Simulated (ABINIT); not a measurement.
Planning a run of ABINIT 10.8.3 on Au2S (Pn-3m). The input:

```
acell 3*1.0 Angstrom
rprim 
  5.273982180000 0.000000000000 0.000000000000
  0.000000000000 5.273982180000 0.000000000000
  0.000000000000 0.000000000000 5.273982180000
ntypat 2
znucl 16 79
natom 6
typat 1 1 2 2 2 2
xred 
  -0.000000000000 0.000000000000 -0.000000000000
  0.500000000000 0.500000000000 0.500000000000
  0.250000000000 0.250000000000 0.750000000000
  0.750000000000 0.250000000000 0.250000000000
  0.250000000000 0.750000000000 0.250000000000
  0.750000000000 0.750000000000 0.750000000000
pp_dirpath "pseudos"
pseudos "S.upf, Au.upf"
ecut 28
iscf -2
irdden 1
kptopt 0
nkpt 50
kpt 
  0.00000000 0.00000000 0.00000000
  0.00000000 0.06250000 0.00000000
  0.00000000 0.12500000 0.00000000
  0.00000000 0.18750000 0.00000000
  0.00000000 0.25000000 0.00000000
  0.00000000 0.31250000 0.00000000
  0.00000000 0.37500000 0.00000000
  0.00000000 0.43750000 0.00000000
  0.00000000 0.50000000 0.00000000
  0.06250000 0.50000000 0.00000000
  0.12500000 0.50000000 0.00000000
  0.18750000 0.50000000 0.00000000
  0.25000000 0.50000000 0.00000000
  0.31250000 0.50000000 0.00000000
  0.37500000 0.50000000 0.00000000
  0.43750000 0.50000000 0.00000000
  0.50000000 0.50000000 0.00000000
  0.43750000 0.43750000 0.00000000
  0.37500000 0.37500000 0.00000000
  0.31250000 0.31250000 0.00000000
  0.25000000 0.25000000 0.00000000
  0.18750000 0.18750000 0.00000000
  0.12500000 0.12500000 0.00000000
  0.06250000 0.06250000 0.00000000
  0.00000000 0.00000000 0.00000000
  0.06250000 0.06250000 0.06250000
  0.12500000 0.12500000 0.12500000
  0.18750000 0.18750000 0.18750000
  0.25000000 0.25000000 0.25000000
  0.31250000 0.31250000 0.31250000
  0.37500000 0.37500000 0.37500000
  0.43750000 0.43750000 0.43750000
  0.50000000 0.50000000 0.50000000
  0.43750000 0.50000000 0.43750000
  0.37500000 0.50000000 0.37500000
  0.31250000 0.50000000 0.31250000
  0.25000000 0.50000000 0.25000000
  0.18750000 0.50000000 0.18750000
  0.12500000 0.50000000 0.12500000
  0.06250000 0.50000000 0.06250000
  0.00000000 0.50000000 0.00000000
  0.50000000 0.50000000 0.50000000
  0.50000000 0.50000000 0.43750000
  0.50000000 0.50000000 0.37500000
  0.50000000 0.50000000 0.31250000
  0.50000000 0.50000000 0.25000000
  0.50000000 0.50000000 0.18750000
  0.50000000 0.50000000 0.12500000
  0.50000000 0.50000000 0.06250000
  0.50000000 0.50000000 0.00000000
istwfk *1
nband 51
nbdbuf 2
tolwfr 1e-08
nstep 40
prtwf 0
prtvol 0
indata_prefix "in"
outdata_prefix "out"
tmpdata_prefix "tmp"
```

```sh
OMP_NUM_THREADS=1 mpirun -n 8 abinit run.abi > log
```

Question: How long will it take on 8 MPI ranks of Arm Neoverse N1, shared host, and how much memory?

It took 1.9 min; on shared hardware allow 58 s to 3.8 min. Peak host memory was 0.81 GiB.

[Paths, hosts, dates, memory and timing lines, banners, echoed tables and standing remarks are left out of the program output.]

[Logs are printed without paths, hosts, clocks, repeated set-up lines and the standing remarks that a program may print on its own settings, such as how far it seeks lower states.]

[Runs of the session that timed out or met a known fault of the program may be left out.]

[Hosts, paths, dates, database ids (printed as entryN), source tags and the programs' standing remarks are cut or masked in the printed files.]

[G0W0 gaps are taken among the corrected bands and points alone; a level outside them can change the order at an edge.]

[Where Ansatz stands beside ABINIT at settings called matched, ABINIT's density can come from a denser mesh and the files from another edition; pairs whose starting gaps differed by over 0.03 eV were left out, so agreement reads better than it is.]
